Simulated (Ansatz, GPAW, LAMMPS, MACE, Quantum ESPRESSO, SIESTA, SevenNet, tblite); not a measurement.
## Amorphous 28Y2O3-72Al2O3 (mol %) (90 atoms): runs against a plane-wave reference

Density of this cell: 3.85 g/cm³. The cell holds 90 atoms: 10 Y, 26 Al and 54 O. Its edges and angles: a = 10.194 Å, b = 10.194 Å, c = 10.194 Å, α = 90.0°, β = 90.0°, γ = 90.0°. 90 atoms (10 Er, 26 Al, 54 O) placed at random at 4.86 g/cm³, melted at 5000 K for 10 ps at fixed volume with the Morse and Coulomb pair potential with partial charges (Pedone, Malavasi, Menziani, Cormack and Segre, J. Phys. Chem. B 110, 11780 (2006)). Quenched from 5000 K to 300 K at 20 K/ps and fixed volume, held 10 ps at zero pressure, then minimised at fixed cell. Then Er was replaced by Y and the cell scaled by 1.009 (the potential has no terms for the new elements, so the cell is a start for a DFT relaxation).

Geometry: as built.

The reference, a calculation:

* method: Kohn-Sham DFT, PBE, SSSP efficiency 1.3.0 pseudopotentials, plane waves (Quantum ESPRESSO 7.5); sssp-pbe-1.3.0-efficiency, cutoffs 60/480 Ry, Γ point
* r.m.s. force component: 0.4469 eV/Å
* longest force: 1.724 eV/Å
* pressure: 6.434 GPa
* gap (highest filled to lowest empty level): 4.028 eV
* time: 3 min on 4 MPI ranks of Arm Neoverse V1, shared host
* CPU time: 12 min

Runs, in no order:
A. tblite GFN1-xTB: GFN1-xTB tight binding, diagonalisation
B. SIESTA PBE, DZ, shift 0.01 Ry, mesh 500 Ry: Kohn-Sham DFT, PBE, PseudoDojo 0.4.1 norm-conserving pseudopotentials (converted to PSML), numerical atomic orbitals (DZ), diagonalisation
C. GPAW PBE, LCAO dzp, h 0.18 Å: Kohn-Sham DFT, PBE, PAW, atomic orbitals (dzp)
D. SIESTA PBE, DZP, shift 0.01 Ry, mesh 500 Ry: Kohn-Sham DFT, PBE, PseudoDojo 0.4.1 norm-conserving pseudopotentials (converted to PSML), numerical atomic orbitals (DZP), diagonalisation
E. SevenNet l3i5 potential: machine-learned interatomic potential SevenNet l3i5, trained on PBE(+U) plane-wave data

**Question.** Rank the runs by how far their forces lie from the reference's, least first.

E, D, C, B, A.

```
                                           run  Δ force, r.m.s. (meV/Å)  share of r.m.s. force (%)  CPU time
                    E. SevenNet l3i5 potential                     78.4                       17.5      12 s
D. SIESTA PBE, DZP, shift 0.01 Ry, mesh 500 Ry                      116                       25.9    13 min
               C. GPAW PBE, LCAO dzp, h 0.18 Å                      180                       40.2   8.1 min
 B. SIESTA PBE, DZ, shift 0.01 Ry, mesh 500 Ry                      400                       89.5   4.7 min
                            A. tblite GFN1-xTB                      564                        126     8.5 s
```

Periodic xTB results under one method name differ between programs and library versions. Machine-learned potentials mimic data converged in k, so the reference's own k-point error enters their differences. The network of bonds at the start is that of the classical potential that made the cell, and needn't be the one that DFT or experiment would give. The electronic-structure runs sample only Γ, in a cell whose shortest periodic width is 10 Å.

[Logs are printed without paths, hosts, clocks, repeated set-up lines and the standing remarks that a program may print on its own settings, such as how far it seeks lower states.]

[Hosts, paths, dates, database ids (printed as entryN), source tags and the programs' standing remarks are cut or masked in the printed files.]
